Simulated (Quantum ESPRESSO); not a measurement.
# How cutoff, mesh and threshold together moves the magnetism of MnH2O2 (Pyrochroite), part 2 of 2

Two starts of MnH2O2 (Pyrochroite) are run at each rung of cutoff, mesh and threshold together.

Quantum ESPRESSO 7.5; LDA with U = 4 eV on Mn d (ortho-atomic projectors); plane waves with GBRV 1.5 LDA potentials, no spin-orbit coupling (settings of the first rung).

So far, largest spin moment in the atom's sphere (μB): step 2 (rung 1, start ferro +) 4.23; step 3 (rung 1, start antiferro q=(0,1/2,1/2) +-) 4.22; step 4 (rung 2, start ferro +) 4.18.

## (5) Rung 2, start antiferro q=(0,1/2,1/2) +-

Input file pw.in:

```
&CONTROL
  calculation = 'scf'
  prefix = 'pwscf'
  outdir = './tmp'
  pseudo_dir = './pseudo'
  disk_io = 'nowf'
/
&SYSTEM
  ibrav = 0
  celldm(1) = 8
  nat = 10
  ntyp = 4
  ecutwfc = 30
  ecutrho = 210
  nbnd = 41
  occupations = 'smearing'
  smearing = 'fd'
  degauss = 0.00367493
  nspin = 2
  starting_magnetization(1) = 0.3
  starting_magnetization(2) = -0.3
  starting_magnetization(3) = 0
  starting_magnetization(4) = 0
/
&ELECTRONS
  conv_thr = 1d-06
  electron_maxstep = 150
  mixing_beta = 0.3
/
ATOMIC_SPECIES
Mn1    54.9380 mn_lda_v1.5.uspp.F.UPF
Mn2    54.9380 mn_lda_v1.5.uspp.F.UPF
H       1.0080 h_lda_v1.4.uspp.F.UPF
O      15.9990 o_lda_v1.2.uspp.F.UPF
CELL_PARAMETERS alat
   0.7677012381292    0.0000000000000    0.0000000000000
  -0.7677012381292    1.3296975494736    0.0000000000000
  -0.3838506190646    0.6648487747368    1.0582466297904
ATOMIC_POSITIONS crystal
Mn1     0.0000000000    0.0000000000    0.0000000000
Mn2     0.0000000000    0.5000000000    0.0000000000
H       0.3333333333    0.1103333333    0.4460000000
H       0.3333333333    0.6103333333    0.4460000000
H       0.6666666667    0.8896666666    0.5540000000
H       0.6666666667    0.3896666666    0.5540000000
O       0.3333333333    0.2203333334    0.2260000000
O       0.3333333333    0.7203333333    0.2260000000
O       0.6666666667    0.7796666666    0.7740000000
O       0.6666666667    0.2796666666    0.7740000000
K_POINTS automatic
6 3 6 0 0 0
HUBBARD {ortho-atomic}
U Mn1-3d 4.0000
U Mn2-3d 4.0000
```

On the command line:

```sh
$ OMP_NUM_THREADS=1 mpirun -n 2 pw.x -nk 2 -in pw.in > pw.out
```

The log of the run:

```text
     [... lines left out ...]
Program PWSCF v.7.5 starts
     [... lines left out ...]
     number of atoms/cell      =           10
     [... lines left out ...]
     number of electrons       =        58.00
     number of Kohn-Sham states=           41
     kinetic-energy cutoff     =      30.0000  Ry
     charge density cutoff     =     210.0000  Ry
     scf convergence threshold =      1.0E-06
     [... lines left out ...]
      4 Sym. Ops., with inversion, found
     [... lines left out ...]
     number of k points=    34  Fermi-Dirac smearing, width (Ry)=  0.0037
     [... lines left out ...]
     iteration #  8     ecut=    30.00 Ry     beta= 0.30
     [... lines left out ...]
     Magnetic moment per site  (integrated on atomic sphere of radius R)
     atom   1 (R=0.208)  charge= 12.4214  magn=  4.1751
     atom   2 (R=0.208)  charge= 12.4214  magn= -4.1751
     atom   3 (R=0.096)  charge=  0.3895  magn= -0.0013
     atom   4 (R=0.096)  charge=  0.3895  magn=  0.0013
     atom   5 (R=0.096)  charge=  0.3895  magn= -0.0013
     atom   6 (R=0.096)  charge=  0.3895  magn=  0.0013
     atom   7 (R=0.096)  charge=  2.0082  magn= -0.0138
     atom   8 (R=0.096)  charge=  2.0082  magn=  0.0138
     atom   9 (R=0.096)  charge=  2.0082  magn= -0.0138
     atom  10 (R=0.096)  charge=  2.0082  magn=  0.0138
     [... lines left out ...]
     Tr[ns(  1)] (up, down, total) =   4.96753  0.26895  5.23648
     [... lines left out ...]
     Tr[ns(  2)] (up, down, total) =   0.26895  4.96753  5.23648
     [... lines left out ...]
     the Fermi energy is     8.2826 ev
!    total energy              =    -556.09858927 Ry
     estimated scf accuracy    <       0.00000023 Ry
     smearing contrib. (-TS)   =      -0.00000000 Ry
     [... lines left out ...]
     total magnetization       =    -0.00 Bohr mag/cell
     absolute magnetization    =     9.64 Bohr mag/cell
     convergence has been achieved in   8 iterations
```

Wall time 48 s (2 MPI ranks of Intel Xeon Platinum 8175M at 2.50GHz (Skylake/Cascade Lake), shared host); peak memory 0.3 GiB; 95 s of CPU time.

Numbers from this step:

| Quantity | Value |
| --- | --- |
| magnetization | 0 μB |
| final state | antiferromagnetic |
| largest moment | 4.175 μB |

## (6) Rung 3, start ferro +

Input file pw.in:

```
&CONTROL
  calculation = 'scf'
  prefix = 'pwscf'
  outdir = './tmp'
  pseudo_dir = './pseudo'
  disk_io = 'nowf'
/
&SYSTEM
  ibrav = 0
  celldm(1) = 8
  nat = 5
  ntyp = 3
  ecutwfc = 40
  ecutrho = 280
  nbnd = 25
  occupations = 'smearing'
  smearing = 'fd'
  degauss = 0.00367493
  nspin = 2
  starting_magnetization(1) = 0.3
  starting_magnetization(2) = 0
  starting_magnetization(3) = 0
/
&ELECTRONS
  conv_thr = 1d-08
  electron_maxstep = 150
  mixing_beta = 0.3
/
ATOMIC_SPECIES
Mn     54.9380 mn_lda_v1.5.uspp.F.UPF
H       1.0080 h_lda_v1.4.uspp.F.UPF
O      15.9990 o_lda_v1.2.uspp.F.UPF
CELL_PARAMETERS alat
   0.7677012381292    0.0000000000000    0.0000000000000
  -0.3838506190646    0.6648487747368    0.0000000000000
   0.0000000000000    0.0000000000000    1.0582466297904
ATOMIC_POSITIONS crystal
Mn      0.0000000000    0.0000000000    0.0000000000
H       0.3333333333    0.6666666667    0.4460000000
H       0.6666666667    0.3333333333    0.5540000000
O       0.3333333333    0.6666666667    0.2260000000
O       0.6666666667    0.3333333333    0.7740000000
K_POINTS automatic
8 8 8 0 0 0
HUBBARD {ortho-atomic}
U Mn-3d 4.0000
```

The log of the run:

```text
     [... lines left out ...]
Program PWSCF v.7.5 starts
     [... lines left out ...]
     number of atoms/cell      =            5
     [... lines left out ...]
     number of electrons       =        29.00
     number of Kohn-Sham states=           25
     kinetic-energy cutoff     =      40.0000  Ry
     charge density cutoff     =     280.0000  Ry
     scf convergence threshold =      1.0E-08
     [... lines left out ...]
     12 Sym. Ops., with inversion, found
     [... lines left out ...]
     number of k points=    65  Fermi-Dirac smearing, width (Ry)=  0.0037
     [... lines left out ...]
     iteration # 10     ecut=    40.00 Ry     beta= 0.30
     [... lines left out ...]
     Magnetic moment per site  (integrated on atomic sphere of radius R)
     atom   1 (R=0.208)  charge= 12.4183  magn=  4.1801
     atom   2 (R=0.096)  charge=  0.3921  magn=  0.0040
     atom   3 (R=0.096)  charge=  0.3921  magn=  0.0040
     atom   4 (R=0.096)  charge=  2.0144  magn=  0.0395
     atom   5 (R=0.096)  charge=  2.0144  magn=  0.0395
     [... lines left out ...]
     Tr[ns(  1)] (up, down, total) =   4.96982  0.26353  5.23334
     [... lines left out ...]
     the Fermi energy is     8.3010 ev
!    total energy              =    -278.08662714 Ry
     estimated scf accuracy    <          7.7E-09 Ry
     smearing contrib. (-TS)   =      -0.00000000 Ry
     [... lines left out ...]
     total magnetization       =     5.00 Bohr mag/cell
     absolute magnetization    =     5.00 Bohr mag/cell
     convergence has been achieved in  10 iterations
```

Wall time 28 s (2 MPI ranks); peak memory 0.28 GiB; 56 s of CPU time.

Numbers from this step:

```yaml
magnetization: 5 μB
final_state: ferromagnetic
largest_moment: 4.180 μB
```

## (7) Rung 3, start antiferro q=(0,1/2,1/2) +-

Input file pw.in:

```
&CONTROL
  calculation = 'scf'
  prefix = 'pwscf'
  outdir = './tmp'
  pseudo_dir = './pseudo'
  disk_io = 'nowf'
/
&SYSTEM
  ibrav = 0
  celldm(1) = 8
  nat = 10
  ntyp = 4
  ecutwfc = 40
  ecutrho = 280
  nbnd = 41
  occupations = 'smearing'
  smearing = 'fd'
  degauss = 0.00367493
  nspin = 2
  starting_magnetization(1) = 0.3
  starting_magnetization(2) = -0.3
  starting_magnetization(3) = 0
  starting_magnetization(4) = 0
/
&ELECTRONS
  conv_thr = 2d-08
  electron_maxstep = 150
  mixing_beta = 0.3
/
ATOMIC_SPECIES
Mn1    54.9380 mn_lda_v1.5.uspp.F.UPF
Mn2    54.9380 mn_lda_v1.5.uspp.F.UPF
H       1.0080 h_lda_v1.4.uspp.F.UPF
O      15.9990 o_lda_v1.2.uspp.F.UPF
CELL_PARAMETERS alat
   0.7677012381292    0.0000000000000    0.0000000000000
  -0.7677012381292    1.3296975494736    0.0000000000000
  -0.3838506190646    0.6648487747368    1.0582466297904
ATOMIC_POSITIONS crystal
Mn1     0.0000000000    0.0000000000    0.0000000000
Mn2     0.0000000000    0.5000000000    0.0000000000
H       0.3333333333    0.1103333333    0.4460000000
H       0.3333333333    0.6103333333    0.4460000000
H       0.6666666667    0.8896666666    0.5540000000
H       0.6666666667    0.3896666666    0.5540000000
O       0.3333333333    0.2203333334    0.2260000000
O       0.3333333333    0.7203333333    0.2260000000
O       0.6666666667    0.7796666666    0.7740000000
O       0.6666666667    0.2796666666    0.7740000000
K_POINTS automatic
8 4 8 0 0 0
HUBBARD {ortho-atomic}
U Mn1-3d 4.0000
U Mn2-3d 4.0000
```

The log of the run:

```text
     [... lines left out ...]
Program PWSCF v.7.5 starts
     [... lines left out ...]
     number of atoms/cell      =           10
     [... lines left out ...]
     number of electrons       =        58.00
     number of Kohn-Sham states=           41
     kinetic-energy cutoff     =      40.0000  Ry
     charge density cutoff     =     280.0000  Ry
     scf convergence threshold =      2.0E-08
     [... lines left out ...]
      4 Sym. Ops., with inversion, found
     [... lines left out ...]
     number of k points=    78  Fermi-Dirac smearing, width (Ry)=  0.0037
     [... lines left out ...]
     iteration # 10     ecut=    40.00 Ry     beta= 0.30
     [... lines left out ...]
     Magnetic moment per site  (integrated on atomic sphere of radius R)
     atom   1 (R=0.208)  charge= 12.4178  magn=  4.1707
     atom   2 (R=0.208)  charge= 12.4178  magn= -4.1707
     atom   3 (R=0.096)  charge=  0.3905  magn= -0.0013
     atom   4 (R=0.096)  charge=  0.3905  magn=  0.0013
     atom   5 (R=0.096)  charge=  0.3905  magn= -0.0013
     atom   6 (R=0.096)  charge=  0.3905  magn=  0.0013
     atom   7 (R=0.096)  charge=  2.0136  magn= -0.0139
     atom   8 (R=0.096)  charge=  2.0136  magn=  0.0139
     atom   9 (R=0.096)  charge=  2.0136  magn= -0.0139
     atom  10 (R=0.096)  charge=  2.0136  magn=  0.0139
     [... lines left out ...]
     Tr[ns(  1)] (up, down, total) =   4.96684  0.26827  5.23510
     [... lines left out ...]
     Tr[ns(  2)] (up, down, total) =   0.26827  4.96684  5.23510
     [... lines left out ...]
     the Fermi energy is     8.3101 ev
!    total energy              =    -556.17440579 Ry
     estimated scf accuracy    <          3.2E-09 Ry
     smearing contrib. (-TS)   =      -0.00000000 Ry
     [... lines left out ...]
     total magnetization       =     0.00 Bohr mag/cell
     absolute magnetization    =     9.64 Bohr mag/cell
     convergence has been achieved in  10 iterations
```

It took 2.7 min on 2 MPI ranks; peak memory 0.56 GiB; 5.3 min of CPU time.

Read from the output:

```
magnetization  : 0 μB
final state    : antiferromagnetic
largest moment : 4.171 μB
```

## (8) Rung 4, start ferro +

Input file pw.in:

```
&CONTROL
  calculation = 'scf'
  prefix = 'pwscf'
  outdir = './tmp'
  pseudo_dir = './pseudo'
  disk_io = 'nowf'
/
&SYSTEM
  ibrav = 0
  celldm(1) = 8
  nat = 5
  ntyp = 3
  ecutwfc = 52
  ecutrho = 364
  nbnd = 25
  occupations = 'smearing'
  smearing = 'fd'
  degauss = 0.00367493
  nspin = 2
  starting_magnetization(1) = 0.3
  starting_magnetization(2) = 0
  starting_magnetization(3) = 0
/
&ELECTRONS
  conv_thr = 5d-10
  electron_maxstep = 150
  mixing_beta = 0.3
/
ATOMIC_SPECIES
Mn     54.9380 mn_lda_v1.5.uspp.F.UPF
H       1.0080 h_lda_v1.4.uspp.F.UPF
O      15.9990 o_lda_v1.2.uspp.F.UPF
CELL_PARAMETERS alat
   0.7677012381292    0.0000000000000    0.0000000000000
  -0.3838506190646    0.6648487747368    0.0000000000000
   0.0000000000000    0.0000000000000    1.0582466297904
ATOMIC_POSITIONS crystal
Mn      0.0000000000    0.0000000000    0.0000000000
H       0.3333333333    0.6666666667    0.4460000000
H       0.6666666667    0.3333333333    0.5540000000
O       0.3333333333    0.6666666667    0.2260000000
O       0.6666666667    0.3333333333    0.7740000000
K_POINTS automatic
10 10 6 0 0 0
HUBBARD {ortho-atomic}
U Mn-3d 4.0000
```

The log of the run:

```text
     [... lines left out ...]
Program PWSCF v.7.5 starts
     [... lines left out ...]
     number of atoms/cell      =            5
     [... lines left out ...]
     number of electrons       =        29.00
     number of Kohn-Sham states=           25
     kinetic-energy cutoff     =      52.0000  Ry
     charge density cutoff     =     364.0000  Ry
     scf convergence threshold =      5.0E-10
     [... lines left out ...]
     12 Sym. Ops., with inversion, found
     [... lines left out ...]
     number of k points=    72  Fermi-Dirac smearing, width (Ry)=  0.0037
     [... lines left out ...]
     iteration # 13     ecut=    52.00 Ry     beta= 0.30
     [... lines left out ...]
     Magnetic moment per site  (integrated on atomic sphere of radius R)
     atom   1 (R=0.208)  charge= 12.4183  magn=  4.1801
     atom   2 (R=0.096)  charge=  0.3909  magn=  0.0040
     atom   3 (R=0.096)  charge=  0.3909  magn=  0.0040
     atom   4 (R=0.096)  charge=  2.0155  magn=  0.0395
     atom   5 (R=0.096)  charge=  2.0155  magn=  0.0395
     [... lines left out ...]
     Tr[ns(  1)] (up, down, total) =   4.96986  0.26349  5.23335
     [... lines left out ...]
     the Fermi energy is     8.2995 ev
!    total energy              =    -278.08830232 Ry
     estimated scf accuracy    <          3.6E-11 Ry
     smearing contrib. (-TS)   =      -0.00000000 Ry
     [... lines left out ...]
     total magnetization       =     5.00 Bohr mag/cell
     absolute magnetization    =     5.00 Bohr mag/cell
     convergence has been achieved in  13 iterations
```

Run time: 77 s. Hardware: 2 MPI ranks; peak memory 0.41 GiB; 2.5 min of CPU time.

Read from the output:

```
magnetization  : 5 μB
final state    : ferromagnetic
largest moment : 4.180 μB
```

## (9) Rung 4, start antiferro q=(0,1/2,1/2) +-

Input file pw.in:

```
&CONTROL
  calculation = 'scf'
  prefix = 'pwscf'
  outdir = './tmp'
  pseudo_dir = './pseudo'
  disk_io = 'nowf'
/
&SYSTEM
  ibrav = 0
  celldm(1) = 8
  nat = 10
  ntyp = 4
  ecutwfc = 52
  ecutrho = 364
  nbnd = 41
  occupations = 'smearing'
  smearing = 'fd'
  degauss = 0.00367493
  nspin = 2
  starting_magnetization(1) = 0.3
  starting_magnetization(2) = -0.3
  starting_magnetization(3) = 0
  starting_magnetization(4) = 0
/
&ELECTRONS
  conv_thr = 1d-09
  electron_maxstep = 150
  mixing_beta = 0.3
/
ATOMIC_SPECIES
Mn1    54.9380 mn_lda_v1.5.uspp.F.UPF
Mn2    54.9380 mn_lda_v1.5.uspp.F.UPF
H       1.0080 h_lda_v1.4.uspp.F.UPF
O      15.9990 o_lda_v1.2.uspp.F.UPF
CELL_PARAMETERS alat
   0.7677012381292    0.0000000000000    0.0000000000000
  -0.7677012381292    1.3296975494736    0.0000000000000
  -0.3838506190646    0.6648487747368    1.0582466297904
ATOMIC_POSITIONS crystal
Mn1     0.0000000000    0.0000000000    0.0000000000
Mn2     0.0000000000    0.5000000000    0.0000000000
H       0.3333333333    0.1103333333    0.4460000000
H       0.3333333333    0.6103333333    0.4460000000
H       0.6666666667    0.8896666666    0.5540000000
H       0.6666666667    0.3896666666    0.5540000000
O       0.3333333333    0.2203333334    0.2260000000
O       0.3333333333    0.7203333333    0.2260000000
O       0.6666666667    0.7796666666    0.7740000000
O       0.6666666667    0.2796666666    0.7740000000
K_POINTS automatic
10 5 6 0 0 0
HUBBARD {ortho-atomic}
U Mn1-3d 4.0000
U Mn2-3d 4.0000
```

The log of the run:

```text
     [... lines left out ...]
Program PWSCF v.7.5 starts
     [... lines left out ...]
     number of atoms/cell      =           10
     [... lines left out ...]
     number of electrons       =        58.00
     number of Kohn-Sham states=           41
     kinetic-energy cutoff     =      52.0000  Ry
     charge density cutoff     =     364.0000  Ry
     scf convergence threshold =      1.0E-09
     [... lines left out ...]
      4 Sym. Ops., with inversion, found
     [... lines left out ...]
     number of k points=   234  Fermi-Dirac smearing, width (Ry)=  0.0037
     [... lines left out ...]
     iteration # 12     ecut=    52.00 Ry     beta= 0.30
     [... lines left out ...]
     Magnetic moment per site  (integrated on atomic sphere of radius R)
     atom   1 (R=0.208)  charge= 12.4170  magn=  4.1705
     atom   2 (R=0.208)  charge= 12.4169  magn= -4.1705
     atom   3 (R=0.096)  charge=  0.3911  magn= -0.0013
     atom   4 (R=0.096)  charge=  0.3910  magn=  0.0013
     atom   5 (R=0.096)  charge=  0.3911  magn= -0.0013
     atom   6 (R=0.096)  charge=  0.3910  magn=  0.0013
     atom   7 (R=0.096)  charge=  2.0132  magn= -0.0139
     atom   8 (R=0.096)  charge=  2.0159  magn=  0.0139
     atom   9 (R=0.096)  charge=  2.0132  magn= -0.0139
     atom  10 (R=0.096)  charge=  2.0159  magn=  0.0139
     [... lines left out ...]
     Tr[ns(  1)] (up, down, total) =   4.96688  0.26820  5.23509
     [... lines left out ...]
     Tr[ns(  2)] (up, down, total) =   0.26820  4.96688  5.23509
     [... lines left out ...]
     the Fermi energy is     8.3089 ev
!    total energy              =    -556.17774516 Ry
     estimated scf accuracy    <          2.0E-10 Ry
     smearing contrib. (-TS)   =      -0.00000000 Ry
     [... lines left out ...]
     total magnetization       =    -0.00 Bohr mag/cell
     absolute magnetization    =     9.64 Bohr mag/cell
     convergence has been achieved in  12 iterations
```

Wall time 15 min (2 MPI ranks); peak memory 1.7 GiB.

Numbers from this step:

| Quantity | Value |
| --- | --- |
| magnetization | 0 μB |
| final state | antiferromagnetic |
| largest moment | 4.171 μB |

## (10) Side by side

Ladder, by row:

```
rung  cutoff (eV)     mesh  state from the first start  state from the second start  second less first (meV a seeded atom)  moment, first (μB)  moment, second (μB)  CPU time (s)
   1          299    4x4x2               ferromagnetic            antiferromagnetic                                 -112.4               4.233                4.223         24.06
   2          408    6x6x6               ferromagnetic            antiferromagnetic                                 -7.803               4.185                4.175           120
   3          544    8x8x8               ferromagnetic            antiferromagnetic                                 -7.834                4.18                4.171           376
   4          707  10x10x6               ferromagnetic            antiferromagnetic                                 -7.759                4.18                4.171          1952
```

## (11) Summary of results

* range of the largest moment, first start: 4.18 to 4.23 μB; second start 4.17 to 4.22 μB
* range of CPU time: 24 s to 33 min
* range of the energy difference: -112 to -7.76 meV a seeded atom
* first rung that agrees with the last (margins below): 2

From rung 2 on the states are those of the last rung, the moments stay within 0.05 μB of it and the difference within 1 meV; rung 2 took 6.1 % of its CPU time.

[Logs and program files are shortened in this print: banners, set-up blocks, solver, clock and traceback lines can be left out without a mark of their own.]

[Logs are printed without paths, hosts, clocks, repeated set-up lines and the standing remarks that a program may print on its own settings, such as how far it seeks lower states.]

[Hosts, paths, dates, database ids (printed as entryN), source tags and the programs' standing remarks are cut or masked in the printed files.]

[Where a cell is said to come from a database of computed structures, the database is the Materials Project.]
